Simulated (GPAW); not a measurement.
## Optical response of Li3SI (model structure)

Aim: the dielectric function of Li3SI (model structure), and the optical constants that follow from it. The structure is a model built here, which may or may not match a known phase. It was built so: All Br replaced by I and O replaced by S in the Pm-3m structure of Li3BrO. The cell given below was relaxed beforehand with Ansatz.

Program: GPAW 26.7.0. Level of theory: DFT, LDA, plane-wave PAW (GPAW data sets), scalar-relativistic, RPA, optical limit. Results are calculated unless marked as measured.

## (1) Set-up

It takes space group Pm-3m (No. 221, cubic). The conventional cell has a = 4.609 Å, b = 4.609 Å, c = 4.609 Å, α = 90.00°, β = 90.00°, γ = 90.00°. I has 12 Li at 3.26 Å nearest. Nearest to S lie 6 Li at 2.30 Å. Nearest to Li lie 2 S at 2.30 Å and 4 I at 3.26 Å and 8 Li at 3.26 Å. All Br replaced by I and O replaced by S in the Pm-3m structure of Li3BrO. Farther neighbours and most contacts between anions are not listed.

Coordinates:

```cif
data_structure
_symmetry_space_group_name_H-M 'P 1'
_symmetry_Int_Tables_number 1
_cell_length_a 4.6090
_cell_length_b 4.6090
_cell_length_c 4.6090
_cell_angle_alpha 90.000
_cell_angle_beta 90.000
_cell_angle_gamma 90.000
_cell_volume 97.91
loop_
_atom_site_label
_atom_site_type_symbol
_atom_site_fract_x
_atom_site_fract_y
_atom_site_fract_z
_atom_site_occupancy
I1 I 0.50000 0.50000 0.50000 1
S2 S 0.00000 0.00000 0.00000 1
Li3 Li 0.00000 0.00000 0.50000 1
Li4 Li 0.00000 0.50000 0.00000 1
Li5 Li 0.50000 0.00000 0.00000 1
```

## (2) Ground state

The self-consistent density comes first; it also tells whether there is a gap, which decides the occupations and the need for a Drude term.

This step: DFT, LDA, plane-wave PAW (GPAW data sets), scalar-relativistic, ground state (GPAW 26.7.0).

gs.py

```python
from ase import Atoms
from ase.dft.bandgap import bandgap
from gpaw import GPAW, PW, FermiDirac

atoms = Atoms(['I', 'S', 'Li', 'Li', 'Li'],
              cell=[[4.60898927, 0.00000000, 0.00000000],
                    [0.00000000, 4.60898927, 0.00000000],
                    [0.00000000, 0.00000000, 4.60898927]],
              scaled_positions=[[0.50000000, 0.50000000, 0.50000000],
                                [1.00000000, 0.00000000, 0.00000000],
                                [1.00000000, 0.00000000, 0.50000000],
                                [1.00000000, 0.50000000, 0.00000000],
                                [0.50000000, 0.00000000, 0.00000000]],
              pbc=[True, True, True])
atoms.calc = GPAW(mode=PW(500), xc='LDA', kpts={'size': (5, 5, 5), 'gamma': True},
                  occupations=FermiDirac(0.05), maxiter=150, txt='gs.txt')
print('energy (eV)', atoms.get_potential_energy())
print('Fermi level (eV)', atoms.calc.get_fermi_level())
print('valence electrons', atoms.calc.get_number_of_electrons())
print('gap (eV)', bandgap(atoms.calc, output=None)[0])
print('direct gap (eV)', bandgap(atoms.calc, direct=True, output=None)[0])
atoms.calc.write('gs.gpw')
```

Started as:

```
OMP_NUM_THREADS=1 python gs.py
```

Numbers of over 12 decimals in the logs are rounded to 6 here.

The program printed:

```text
__  _  _
 | _ |_)|_||  |
 |__||  | ||/\| - 26.7.0

Versions:
  Python: 3.12.14
  ASE:    3.29.0
  Numpy:  2.5.5
  Scipy:  1.18.1
  Libxc:  7.0.0

Input parameters:
  mode=PW(ecut=500.0),
  kpts=MonkhorstPack(size=(5, 5, 5), gamma=True),
  maxiter=150,
  occupations=Occupations(name='fermi-dirac', width=0.05, fixmagmom=False),
  xc=XC(name='LDA')

Diagonalizing LCAO Hamiltonian
Converting LCAO to pw mode
    .----------.
   /|          |
  / |          |
 *  |          |
 |  |          |
 |  |   I      |
 Li .----------.
 | Li         /
 |/          /
 S-----Li---*

Atoms  # Å, Bohr magnetons
|   | symbol |        x |        y |        z |    initial magnetic moments |
| 0 |      I | 2.304495 | 2.304495 | 2.304495 | ( 0.0000,  0.0000,  0.0000) |
| 1 |      S | 4.608989 | 0.000000 | 0.000000 | ( 0.0000,  0.0000,  0.0000) |
| 2 |     Li | 4.608989 | 0.000000 | 2.304495 | ( 0.0000,  0.0000,  0.0000) |
| 3 |     Li | 4.608989 | 2.304495 | 0.000000 | ( 0.0000,  0.0000,  0.0000) |
| 4 |     Li | 2.304495 | 0.000000 | 0.000000 | ( 0.0000,  0.0000,  0.0000) |

Unit cell  # Å
| periodic |        x |        y |        z |  lengths |    angles |
|      yes | 4.608989 | 0.000000 | 0.000000 | 4.608989 | 90.000000 |
|      yes | 0.000000 | 4.608989 | 0.000000 | 4.608989 | 90.000000 |
|      yes | 0.000000 | 0.000000 | 4.608989 | 4.608989 | 90.000000 |

Number of symmetries: 48
Symmetry operations  # r_c * U_cc + t_c -> r_c
|    | kind |            matrix            |
|  0 |  E   |  1, 0, 0,  0, 1, 0,  0, 0, 1 |
|  1 |  σ   |  1, 0, 0,  0, 1, 0,  0, 0,-1 |
|  2 |  σ   |  1, 0, 0,  0, 0, 1,  0, 1, 0 |
|  3 |  C4  |  1, 0, 0,  0, 0, 1,  0,-1, 0 |
|  4 |  C4  |  1, 0, 0,  0, 0,-1,  0, 1, 0 |
|  5 |  σ   |  1, 0, 0,  0, 0,-1,  0,-1, 0 |
|  6 |  σ   |  1, 0, 0,  0,-1, 0,  0, 0, 1 |
|  7 |  C2  |  1, 0, 0,  0,-1, 0,  0, 0,-1 |
|  8 |  σ   |  0, 1, 0,  1, 0, 0,  0, 0, 1 |
|  9 |  C2  |  0, 1, 0,  1, 0, 0,  0, 0,-1 |
| 10 |  C3  |  0, 1, 0,  0, 0, 1,  1, 0, 0 |
| 11 |  S6  |  0, 1, 0,  0, 0, 1, -1, 0, 0 |
| 12 |  S6  |  0, 1, 0,  0, 0,-1,  1, 0, 0 |
| 13 |  C3  |  0, 1, 0,  0, 0,-1, -1, 0, 0 |
| 14 |  C4  |  0, 1, 0, -1, 0, 0,  0, 0, 1 |
| 15 |  S4  |  0, 1, 0, -1, 0, 0,  0, 0,-1 |
| 16 |  C3  |  0, 0, 1,  1, 0, 0,  0, 1, 0 |
| 17 |  S6  |  0, 0, 1,  1, 0, 0,  0,-1, 0 |
| 18 |  σ   |  0, 0, 1,  0, 1, 0,  1, 0, 0 |
| 19 |  C4  |  0, 0, 1,  0, 1, 0, -1, 0, 0 |
| 20 |  C2  |  0, 0, 1,  0,-1, 0,  1, 0, 0 |
| 21 |  S4  |  0, 0, 1,  0,-1, 0, -1, 0, 0 |
| 22 |  S6  |  0, 0, 1, -1, 0, 0,  0, 1, 0 |
| 23 |  C3  |  0, 0, 1, -1, 0, 0,  0,-1, 0 |
| 24 |  S6  |  0, 0,-1,  1, 0, 0,  0, 1, 0 |
| 25 |  C3  |  0, 0,-1,  1, 0, 0,  0,-1, 0 |
| 26 |  C4  |  0, 0,-1,  0, 1, 0,  1, 0, 0 |
| 27 |  σ   |  0, 0,-1,  0, 1, 0, -1, 0, 0 |
| 28 |  S4  |  0, 0,-1,  0,-1, 0,  1, 0, 0 |
| 29 |  C2  |  0, 0,-1,  0,-1, 0, -1, 0, 0 |
| 30 |  C3  |  0, 0,-1, -1, 0, 0,  0, 1, 0 |
| 31 |  S6  |  0, 0,-1, -1, 0, 0,  0,-1, 0 |
| 32 |  C4  |  0,-1, 0,  1, 0, 0,  0, 0, 1 |
| 33 |  S4  |  0,-1, 0,  1, 0, 0,  0, 0,-1 |
| 34 |  S6  |  0,-1, 0,  0, 0, 1,  1, 0, 0 |
| 35 |  C3  |  0,-1, 0,  0, 0, 1, -1, 0, 0 |
| 36 |  C3  |  0,-1, 0,  0, 0,-1,  1, 0, 0 |
| 37 |  S6  |  0,-1, 0,  0, 0,-1, -1, 0, 0 |
| 38 |  σ   |  0,-1, 0, -1, 0, 0,  0, 0, 1 |
| 39 |  C2  |  0,-1, 0, -1, 0, 0,  0, 0,-1 |
| 40 |  σ   | -1, 0, 0,  0, 1, 0,  0, 0, 1 |
| 41 |  C2  | -1, 0, 0,  0, 1, 0,  0, 0,-1 |
| 42 |  C2  | -1, 0, 0,  0, 0, 1,  0, 1, 0 |
| 43 |  S4  | -1, 0, 0,  0, 0, 1,  0,-1, 0 |
| 44 |  S4  | -1, 0, 0,  0, 0,-1,  0, 1, 0 |
| 45 |  C2  | -1, 0, 0,  0, 0,-1,  0,-1, 0 |
| 46 |  C2  | -1, 0, 0,  0,-1, 0,  0, 0, 1 |
| 47 |  i   | -1, 0, 0,  0,-1, 0,  0, 0,-1 |

BZ-sampling:
  Number of BZ points: 125
  Number of IBZ points: 10

  Monkhorst-Pack size: [5, 5, 5]
  Monkhorst-Pack shift: [0, 0, 0]

K-points  # in reciprocal-cell coordinates
|   |                                coordinates |     weight |
| 0 | (  0.00000000,   0.00000000,   0.00000000) | 0.00800000 |
| 1 | (  0.20000000,   0.00000000,   0.00000000) | 0.04800000 |
| 2 | (  0.20000000,   0.20000000,   0.00000000) | 0.09600000 |
| 3 | (  0.20000000,   0.20000000,   0.20000000) | 0.06400000 |
| 4 | (  0.40000000,   0.00000000,   0.00000000) | 0.04800000 |
| 5 | (  0.40000000,   0.20000000,   0.00000000) | 0.19200000 |
| 6 | (  0.40000000,   0.20000000,   0.20000000) | 0.19200000 |
| 7 | (  0.40000000,   0.40000000,   0.00000000) | 0.09600000 |
| 8 | (  0.40000000,   0.40000000,   0.20000000) | 0.19200000 |
| 9 | (  0.40000000,   0.40000000,   0.40000000) | 0.06400000 |

Plane wave coefficients: 2517
Cutoff: 500.0 eV

Spin-components: 1 (collinear spins)
Bands:           14
Projectors:      19
Spin-degeneracy: 2
Datatype:        complex128

Parallelization:
  kpt:    1
  domain: 1
  band:   1

Density:
  Valence electrons: 16.0
  Components: 1
  Grid points: [24 24 24]
  Charge: 0.0  # |e|

Potential:
  Grid points: [24 24 24]

species:
  I:
    name:    Iodine
    id:
    Z:       53.0
    valence: 7
    core:    46
    charge:  0.0  # [|e|]
    compensation charges:
      type: gauss
      rc: 0.37  # [Å]
      lmax: 2
    cutoffs:
      filter: 2.06  # [Å]
      core: 2.90  # [Å]
    projectors
    | kind |    occ | energy [eV] | rcut [Å] |
    |   5s |  2.000 |     -17.626 |    1.164 |
    |   5p |  5.000 |      -7.241 |    1.164 |
    |    s |        |       9.585 |    1.164 |
    |    p |        |      19.970 |    1.164 |
    |    d |        |       0.000 |    1.164 |

    Using partial waves for I as LCAO basis

  S:
    name:    Sulfur
    id:
    Z:       16.0
    valence: 6
    core:    10
    charge:  0.0  # [|e|]
    compensation charges:
      type: gauss
      rc: 0.24  # [Å]
      lmax: 2
    cutoffs:
      filter: 1.77  # [Å]
      core: 1.66  # [Å]
    projectors
    | kind |    occ | energy [eV] | rcut [Å] |
    |   3s |  2.000 |     -17.278 |    0.974 |
    |   3p |  4.000 |      -7.106 |    0.979 |
    |    s |        |       9.933 |    0.974 |
    |    p |        |      20.105 |    0.979 |
    |    d |        |       0.000 |    0.900 |

    Using partial waves for S as LCAO basis

  Li:
    name:    Lithium
    id:
    Z:       3.0
    valence: 1
    core:    2
    charge:  0.0  # [|e|]
    compensation charges:
      type: gauss
      rc: 0.33  # [Å]
      lmax: 2
    cutoffs:
      filter: 1.91  # [Å]
      core: 2.55  # [Å]
    projectors
    | kind |    occ | energy [eV] | rcut [Å] |
    |   2s |  1.000 |      -2.874 |    1.058 |
    |   2p |  0.000 |      -1.126 |    1.058 |
    |    s |        |      24.338 |    1.058 |

    Using partial waves for Li as LCAO basis

Reference energy: -204806.895559  # eV

eigensolver:
  PPCG
  Converge bands: occupied
  niter=2

density mixing:
  MSR1-Mixer
  Pratt-step length: 0.05
  Maximum mixing coefficient: 0.75
  Old densities: 10
  SVD Regularization: 0.005
  Good broyden scale: 1.0
  Trust region scale: 1.0
  Backstep threshold: 4.0
  History deletion threshold: 6.0
  Fourier metric: weight=20.0, sigma=0.015

occupation numbers:
  Fermi-Dirac:
    width: 0.0500  # eV

poisson solver:
  ecut: 4000.0  # eV

xc functional:
  name: None

convergence criteria:
- Maximum [total energy] change in last 3 cyles: 0.0005 eV / valence electron
- Maximum integral of absolute [dens]ity change: 0.0001 electrons / valence electron
- Maximum integral of absolute [eigenst]ate change: 4e-08 eV^2 / valence electron
maximum number of iterations: 150

SCF iterations
|iter     |      energy | eigst |  dens |
|iter:   1||  -20.171975 | -0.60 |       |
|iter:   2||  -19.928358 | -2.49 | -0.96 |
|iter:   3||  -19.095595 | -1.39 | -1.00 |
|iter:   4||  -19.083163 | -3.12 | -1.44 |
|iter:   5||  -19.081138 | -3.82 | -1.82 |
|iter:   6||  -19.081154c| -5.31 | -2.84 |
|iter:   7||  -19.081158c| -6.31 | -3.31 |
|iter:   8||  -19.081159c| -7.69c| -4.33c|

Converged in 8 steps
SCF loop duration: 4.866 s (0.608 s/step)
Energy contributions relative to reference atoms: (reference = -204806.895559)

Energy contributions:
  Kinetic:          26.116655
  Coulomb:         -24.930295
  Zero:              0.003675
  External:          0.000000
  Xc:              -20.271193
  Entropy:          -0.000000
  Spinorbit:         0.000000
  ----------------------------
  Free energy:     -19.081159
  Extrapolated:    -19.081159

dipole moment: (-20.038691, -20.038691, -20.038691)  # |e|*Ang

Fermi level: 3.863
Eigenvalues  # (at kpt = [0.000, 0.000, 0.000])
| band index |      eig [eV] | occ [0-2] |
|          0 |        -9.929 |     2.000 |
|          1 |        -8.364 |     2.000 |
|          2 |        -0.483 |     2.000 |
|          3 |        -0.483 |     2.000 |
|          4 |        -0.483 |     2.000 |
|          5 |         1.672 |     2.000 |
|          6 |         1.672 |     2.000 |
|          7 |         1.672 |     2.000 |
|          8 |         5.773 |     0.000 |
|          9 |         6.502 |     0.000 |
|         10 |         6.502 |     0.000 |
|         11 |        11.899 |     0.000 |
|         12 |        11.899 |     0.000 |
|         13 |        11.899 |     0.000 |

Gap: 3.539 eV
Transition (v -> c):
  (s=0, k=7, n=7, [0.40, 0.40, 0.00]) -> (s=0, k=7, n=8, [0.40, 0.40, 0.00])
No difference between direct/indirect transitions

--- standard output ---
energy (eV) -19.081159
Fermi level (eV) 3.862946
valence electrons 16.0
gap (eV) 3.538729
direct gap (eV) 3.538729
```

The job ended after 7.6 s (1 thread of Intel Xeon Platinum 8259CL at 2.50GHz (Skylake/Cascade Lake), shared host; peak memory 0.15 GiB).

Read-outs, printed or worked out from the files:

- energy: -19.08 eV
- Fermi energy: 3.863 eV
- gap on the k-mesh: 3.539 eV
- direct gap on the mesh: 3.539 eV
- electrons: 16

There is a gap, 3.54 eV on this mesh (points off the mesh can give less), so no carriers' term is needed.

## (3) Bands for the response

The response needs many more empty bands than the density does.

This step: DFT, LDA, plane-wave PAW (GPAW data sets), scalar-relativistic, bands at fixed density (GPAW 26.7.0).

nscf.py

```python
from ase.dft.bandgap import bandgap
from gpaw import GPAW, FermiDirac

calc = GPAW('gs.gpw').fixed_density(kpts={'size': (6, 6, 6), 'gamma': True}, nbands=38, convergence={'bands': 32},
                                    occupations=FermiDirac(0.001), txt='nscf.txt')
print('gap (eV)', bandgap(calc, output=None)[0])
print('direct gap (eV)', bandgap(calc, direct=True, output=None)[0])
calc.write('full.gpw', mode='all')
```

Started as:

```
OMP_NUM_THREADS=1 python nscf.py
```

The program printed:

```text
Diagonalizing LCAO Hamiltonian
Converting LCAO to pw mode
convergence criteria:
- Maximum integral of absolute [eigenst]ate change: 4e-08 eV^2 / valence electron
maximum number of iterations: 150

SCF iterations
|iter     |      energy | eigst |  dens |
|iter:   1||             | +2.90 |       |
|iter:   2||             | +1.45 |       |
|iter:   3||             | +0.33 |       |
|iter:   4||             | -0.67 |       |
|iter:   5||             | -1.86 |       |
|iter:   6||             | -2.73 |       |
|iter:   7||             | -3.63 |       |
|iter:   8||             | -4.53 |       |
|iter:   9||             | -5.49 |       |
|iter:  10||             | -6.31 |       |
|iter:  11||             | -6.92 |       |
|iter:  12||             | -7.35 |       |
|iter:  13||             | -7.74c|       |
SCF steps: 13
  __  _  _
 | _ |_)|_||  |
 |__||  | ||/\| - 26.7.0

Versions:
  Python: 3.12.14
  ASE:    3.29.0
  Numpy:  2.5.5
  Scipy:  1.18.1
  Libxc:  7.0.0

Input parameters:
  mode=PW(ecut=500.0),
  convergence={'bands': 32},
  gpts=array([24, 24, 24]),
  kpts=MonkhorstPack(size=(6, 6, 6), gamma=True),
  maxiter=150,
  nbands=38,
  occupations=Occupations(name='fermi-dirac', width=0.001, fixmagmom=False),
  parallel={},
  xc=XC(name='LDA')

--- standard output ---
gap (eV) 3.222722
direct gap (eV) 3.222722
```

Run time: 36 s. Hardware: 1 thread; peak memory 0.2 GiB.

Read-outs, printed or worked out from the files:

* gap on the k-mesh: 3.223 eV
* direct gap on the mesh: 3.223 eV

(Part 1 of 2 ends here.)

[Machine, clock and banner lines and Python warnings are left out of the logs.]

[Logs are printed without paths, hosts, clocks, repeated set-up lines and the standing remarks that a program may print on its own settings, such as how far it seeks lower states.]

[Hosts, paths, dates, database ids (printed as entryN), source tags and the programs' standing remarks are cut or masked in the printed files.]
